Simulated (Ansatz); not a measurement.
Records of electronic-structure calculations.

H6PbCNCl3 (Pm): band gap by G0W0 on HSE06. The structure is monoclinic, space group Pm (No. 6). Conventional cell: a = 5.753 Å, b = 5.765 Å, c = 5.855 Å, α = 90.00°, β = 90.03°, γ = 90.00°. Nearest to H lie 1 C at 1.09 Å. H has 1 C at 1.09 Å nearest. H has 1 N at 1.04 Å nearest. Nearest to H lie 1 N at 1.04 Å. Nearest to Pb lie 6 Cl at 2.88 to 2.99 Å. Nearest to C lie 3 H at 1.09 Å and 1 N at 1.49 Å. Farther neighbours and most contacts between anions are not listed. The calculation used G0W0 on HSE06, plane waves, PAW (and 1 further level or step) in Ansatz 0.2.0, with cutoff 420 eV, 2×2×2 k-mesh, default PAW, empty bands 414, screening cutoff 96 eV, screening contour deformation, QP bands (v4, c4) in one of its runs. The HSE06 gap over mesh and listed points is 3.322 eV, from k = (-0.500, 0.500, 0.500) to k = (-0.500, 0.450, 0.500) and the G0W0@HSE06 gap over all 8 irreducible mesh points is 4.373 eV, direct, at k = (-0.500, -0.500, -0.500). The GW settings are 2×2×2 mesh, 414 empty bands, screening to 96 eV. The known limits are finite bands, screening cutoff and k mesh; no spin-orbit coupling in G0W0. It took 2 runs, 86 s in all on 1 × NVIDIA H100 80GB HBM3 (shared by 6 runs) with 3 threads of AMD EPYC 7R13 (Zen 3), shared host (the runs of this entry). Over all 8 irreducible mesh points the G0W0 gap is 4.373 eV, direct, at k = (-0.500, -0.500, -0.500). The HSE06 gap of this run on the mesh is 3.371 eV. The two states that bound the G0W0 gap lie that far apart at the start, so the correction of the gap is 4.373 − 3.371 = +1.002 eV. The valence state moves by 0.641 − 1.153 = −0.512 eV and the conduction state by 5.013 − 4.524 = +0.489 eV, on the run's own scale; how far single levels stand from their limit in bands is not shown. In doubt: masses and optical values from hybrid runs of this build are listed as unsure (in some of the runs), which bears on the screening that GW takes from such a start. The cell and positions are those that the Materials Project relaxed with its own functionals (PBE, PBE+U or r2SCAN), kept fixed. Limits: no spin-orbit coupling.

```
H Pb C N Cl
1.0
     5.75283    0.00000    0.00000
     0.00000    5.76467    0.00000
    -0.00260    0.00000    5.85520
H Pb C N Cl
6 1 1 1 3
Direct
  0.87948 0.50000 0.79042
  0.81325 0.34407 0.04739
  0.81325 0.65593 0.04739
  0.22966 0.35432 0.97854
  0.22966 0.64568 0.97854
  0.17096 0.50000 0.21641
  0.47399 0.00000 0.48387
  0.89427 0.50000 0.97685
  0.14493 0.50000 0.04073
  0.42789 0.00000 0.97556
  0.42919 0.50000 0.52004
  0.97183 0.00000 0.43966
```

[Paths, hosts, dates, memory and timing lines, banners, echoed tables and standing remarks are left out of the program output.]

[Logs are printed without paths, hosts, clocks, repeated set-up lines and the standing remarks that a program may print on its own settings, such as how far it seeks lower states.]

[Runs of the session that timed out or met a known fault of the program may be left out.]

[Cells called generated may have been cut or substituted from an entry of the Crystallography Open Database or the Materials Project.]

[Hosts, paths, dates, database ids (printed as entryN), source tags and the programs' standing remarks are cut or masked in the printed files.]
